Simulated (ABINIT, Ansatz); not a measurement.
# YVO4 (I4_1/amd): G0W0 on several meshes in ABINIT, part 2 of 2

Aim: the GW shift of YVO4 (I4_1/amd) against the k mesh.

ABINIT 10.8.3; LDA and many-body steps on it, plane waves. Known limits of the many-body steps: not at the basis limit; no spin polarisation; d states lean on the start; no spin-orbit coupling; coarse k mesh.

So far. Step 4 (4×4×4): The gap on the mesh goes from 2.87 eV to 5.29 eV, a correction of +2.41 eV. Step 5 (Empty states on the mesh, 2×2×2 mesh, 146 bands): On this mesh the gap is 2.875 eV.

## 7. 2×2×2

This step: G0W0 on LDA, plane waves, norm-conserving pseudopotentials.

The input, run.abi:

```
acell 3*1.0 Angstrom
rprim 
  -3.559150000000 3.559150000000 3.144650000000
  3.559150000000 -3.559150000000 3.144650000000
  3.559150000000 3.559150000000 -3.144650000000
ntypat 3
znucl 39 23 8
natom 12
typat 1 1 2 2 3 3 3 3 3 3 3 3
xred 
  0.750000000000 0.250000000000 0.500000000000
  0.000000000000 0.000000000000 0.000000000000
  0.500000000000 0.500000000000 0.000000000000
  0.250000000000 0.750000000000 0.500000000000
  0.510000000000 0.325800000000 0.184200000000
  0.075800000000 0.391600000000 0.315800000000
  0.141600000000 0.325800000000 0.815800000000
  0.075800000000 0.760000000000 0.684200000000
  0.240000000000 0.924200000000 0.315800000000
  0.674200000000 0.490000000000 0.815800000000
  0.608400000000 0.924200000000 0.684200000000
  0.674200000000 0.858400000000 0.184200000000
pp_dirpath "pseudos"
pseudos "Y.upf, V.upf, O.upf"
ecut 38
ngkpt 2 2 2
nshiftk 1
shiftk 0 0 0
kptopt 1
chksymbreak 0
istwfk *1
occopt 1
irdwfk 1
optdriver 4
nband 134
gwcalctyp 0
ecutsigx 38
symsigma 1
nkptgw 1
kptgw 
  0.0000000000 0.0000000000 0.0000000000
bdgw 
  46 50
ecuteps 3.6
irdscr 1
ppmodel 1
indata_prefix "in"
outdata_prefix "out"
tmpdata_prefix "tmp"
```

The run is started by

```
$ OMP_NUM_THREADS=1 mpirun -n 8 abinit run.abi > log
```

Numbers of over 12 decimals in the logs are rounded to 6 here.

Output:

```text
.Version 10.8.3 of ABINIT. v10.8.2 released Aug 2026.

 Symmetries : space group I4_1/a m d (#141); Bravais tI (body-center tetrag.)
[... echo of the input left out ...]
== DATASET  1 ==================================================================
-   mpi_nproc: 8, omp_nthreads: 1 (-1 if OMP is not activated)

--- !DatasetInfo
iteration_state: {dtset: 1, }
dimensions: {natom: 12, nkpt: 4, mband: 134, nsppol: 1, nspinor: 1, nspden: 1, mpw: 12033, }
cutoff_energies: {ecut:  38.0, pawecutdg:  -1.0, }
electrons: {nelect:   9.60000000E+01, charge:   0.00000000E+00, occopt:   1.00000000E+00, tsmear:   1.00000000E-02, }

 SIGMA: Calculation of the GW corrections

 Based on a program developped by R.W. Godby, V. Olevano, G. Onida, and L. Reining.
 Incorporated in ABINIT by V. Olevano, G.-M. Rignanese, and M. Torrent.
.Using double precision arithmetic ; gwpc =  8

[... cell and pseudopotentials left out ...]
--------------------------------------------------------------------------------

 ==== K-mesh for the wavefunctions ====
 Number of points in the irreducible wedge :     4
[... list of points left out ...]
 Together with 16 symmetry operations and time-reversal symmetry
 yields     8 points in the full Brillouin Zone.

 ==== Q-mesh for screening function ====
 Number of points in the irreducible wedge :     4
[... list of points left out ...]
 Together with 16 symmetry operations and time-reversal symmetry
 yields     8 points in the full Brillouin Zone.

 vcoul_init : cutoff-mode = AUXILIARY_FUNCTION
 q-points for optical limit:   1
     1)      0.000010    0.000020    0.000030
 setmesh: FFT mesh size selected  =    60x   60x   60
          total number of points  =       216000

 Number of electrons calculated from density =   96.0000; Expected =   96.0000
[...]
number of q-points in IBZ                           4
 number of symmetry operations                      16
 number of k-points in BZ                            8
 number of q-points in BZ                            8
 number of frequencies for dSigma/dE                 9
 frequency step for dSigma/dE [eV]                0.25
 number of omega for Sigma on real axis              0
 max omega for Sigma on real axis  [eV]           0.00
 zcut for avoiding poles [eV]                     0.10

 EPSILON^-1 parameters (SCR file):
 dimension of the eps^-1 matrix on file            349
 dimension of the eps^-1 matrix used               349
 number of plane-waves for wavefunctions         12033
 number of bands                                   134
 number of q-points in IBZ                           4
 number of frequencies                               2
 number of real frequencies                          1
 number of imag frequencies                          1

 matrix elements of self-energy operator (all in [eV])

 Perturbative Calculation

--- !SelfEnergy_ee
iteration_state: {dtset: 1, }
kpoint     : [   0.000,    0.000,    0.000, ]
spin       : 1
KS_gap     :    2.875
QP_gap     :    5.239
Delta_QP_KS:    2.364
data: !SigmaeeData |
     Band     E0 <VxcDFT>   SigX SigC(E0)      Z dSigC/dE  Sig(E)    E-E0       E
       46   2.703 -19.236 -23.844   4.705   0.776  -0.288 -19.161   0.075   2.779
       47   2.703 -19.236 -23.844   4.705   0.776  -0.288 -19.161   0.075   2.779
       48   3.108 -19.464 -24.121   4.748   0.774  -0.292 -19.394   0.071   3.178
       49   5.983 -20.101 -12.980  -4.070   0.798  -0.253 -17.666   2.435   8.418
       50   6.715 -22.450 -14.685  -4.392   0.783  -0.277 -19.809   2.641   9.356

== END DATASET(S) ==============================================================
================================================================================

 -outvars: echo values of variables after computation  --------
           etotal      0.0000000000E+00
            nband         134
             nkpt           4
          spgroup         141
 [... the other variables as echoed above ...]

 Calculation completed.
```

Elapsed: 5.7 s, on 8 MPI ranks of Arm Neoverse V2, shared host; peak memory 1.8 GiB.

Numbers from this step:

```yaml
g0w0_gap_on_the_points_computed: 5.240 eV
starting_gap_on_the_mesh: 2.875 eV
k_of_the_valence_top: 0, 0, 0
k_of_the_conduction_bottom: 0, 0, 0
z_at_the_valence_top: 0.774
z_at_the_conduction_bottom: 0.798
least_direct_g0w0_gap_on_the_computed_points: 5.240 eV
```

Against G0W0 in ABINIT (4×4×4 mesh, 134 bands, screening to 98 eV, Godby-Needs plasmon pole), the gap moves by −0.049 eV.

## 8. Side by side

Times are wall times on 8 MPI ranks of Arm Neoverse V2, shared host, good to a factor of about two. A run's time includes the screening step that it read.

| run | mesh | bands | screening cutoff (eV) | DFT gap (eV) | gap on the mesh (eV) | direct (eV) | ε∞ used | time |
| --- | --- | --- | --- | --- | --- | --- | --- | --- |
| 4×4×4 | 4×4×4 | 134 | 98 | 2.875 | 5.289 | 5.289 | 4.03 | 5.3 min |
| 2×2×2 | 2×2×2 | 134 | 98 | 2.875 | 5.240 | 5.240 | 4.06 | 50 s |

## 9. Outcome

| Property | Result |
| --- | --- |
| 4×4×4 | 5.289 eV |
| 2×2×2 | 5.240 eV |
| known limits | not at the basis limit; no spin polarisation; d states lean on the start; no spin-orbit coupling; coarse k mesh |

2×2×2: −0.049 eV against 4×4×4. Bands and cutoff are finite, so the gap is not at the basis limit. The miss can reach some tenths of an eV and take either sign; the mesh is an error of its own. In the G0W0 runs levels were corrected at 1 k point alone, so a gap called «on the mesh» is the least over those, and an edge elsewhere would be missed. The runs have no spin polarisation. For a closed low-spin shell that is the natural state; where a d or f shell is open it is a constraint, and the gap is then not the crystal's own. With d states at the gap, one-shot GW leans hard on its start. The many-body steps are scalar-relativistic: spin-orbit coupling is not in them.

[Paths, hosts, dates, memory and timing lines, banners, echoed tables and standing remarks are left out of the program output.]

[Logs are printed without paths, hosts, clocks, repeated set-up lines and the standing remarks that a program may print on its own settings, such as how far it seeks lower states.]

[Runs of the session that timed out or met a known fault of the program may be left out.]

[Hosts, paths, dates, database ids (printed as entryN), source tags and the programs' standing remarks are cut or masked in the printed files.]

[G0W0 gaps are taken among the corrected bands and points alone; a level outside them can change the order at an edge.]

[Where Ansatz stands beside ABINIT at settings called matched, ABINIT's density can come from a denser mesh and the files from another edition; pairs whose starting gaps differed by over 0.03 eV were left out, so agreement reads better than it is.]
